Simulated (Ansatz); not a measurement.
MgO (Fm-3m): refractive index against wavelength

The refractive index of MgO (Fm-3m) below the direct gap (4.71 eV on the mesh) is read from one computed spectrum, n = √(Re ε).

It takes space group Fm-3m (No. 225, cubic). Conventional cell: a = 4.217 Å, b = 4.217 Å, c = 4.217 Å, α = 90.00°, β = 90.00°, γ = 90.00°. Mg on site a is surrounded by 6 O at 2.11 Å. O on site b has 6 Mg at 2.11 Å as nearest neighbours.

Method: Ansatz 0.2.0, PBE, independent particles, k-mesh 14×14×14 with interpolation inside its cells, Gaussian parameter 0.15 eV.

Launch of the response step: `ansatz run input.yaml --threads 4 --pin off --max-ram 8192MiB --backend cpu --events-out ev --progress --plain --runs-dir out`. The run took 6 s, on 4 threads of Arm Neoverse N1 (shared host).

```
wavelength (nm)  photon energy E (eV)       n
           1064                 1.165  1.8145
            850                 1.459  1.8193
            700                 1.771       ?
            633                 1.959  1.8303
            532                 2.331  1.8412
            450                 2.755  1.8570
            405                 3.061  1.8712
```

In the single-oscillator model n² − 1 = E₀E_d/(E₀² − E²), so 1/(n² − 1) = E₀/E_d − E²/(E₀E_d) is linear in E².

Working, on the rows shown:

| x = E² (eV²) | y = 1/(n² − 1) |
| --- | --- |
| 1.35784 | 0.436222 |
| 2.12762 | 0.432928 |
| 3.83641 | 0.425532 |
| 5.43137 | 0.418407 |
| 7.59115 | 0.408422 |
| 9.37179 | 0.399778 |

Means: x̄ = 4.9527, ȳ = 0.42021. Σ(x − x̄)(y − ȳ) = -0.2217, Σ(x − x̄)² = 48.87. Slope = -0.2217 / 48.87 = -0.004536; intercept = ȳ − slope · x̄ = 0.44268. Turned back into n, the line misses the rows shown by at most 0.00065.

Fill in the last column of the withheld row.

At x = 3.1372 the line gives y = 0.42845, that is 1.8259. The run gave 1.8257, so the interpolation is off by 0.00022, 0.4 % of the range in the table.

Refitted with all rows, the slope is -0.004541 and the intercept 0.44272. These give E₀ = √(intercept/−slope) = 9.87 eV and E_d = E₀/intercept = 22.3 eV; E₀ is 2.1 times the direct gap. The electronic limit at long wavelengths, without lattice vibrations, is n = √(1 + 1/intercept) = 1.805. The cell comes from an older database entry, whose edges can be off by a per cent or so. Excitons are left out and so are local fields; PBE gaps are as a rule too small.

[Logs are printed without paths, hosts, clocks, repeated set-up lines and the standing remarks that a program may print on its own settings, such as how far it seeks lower states.]
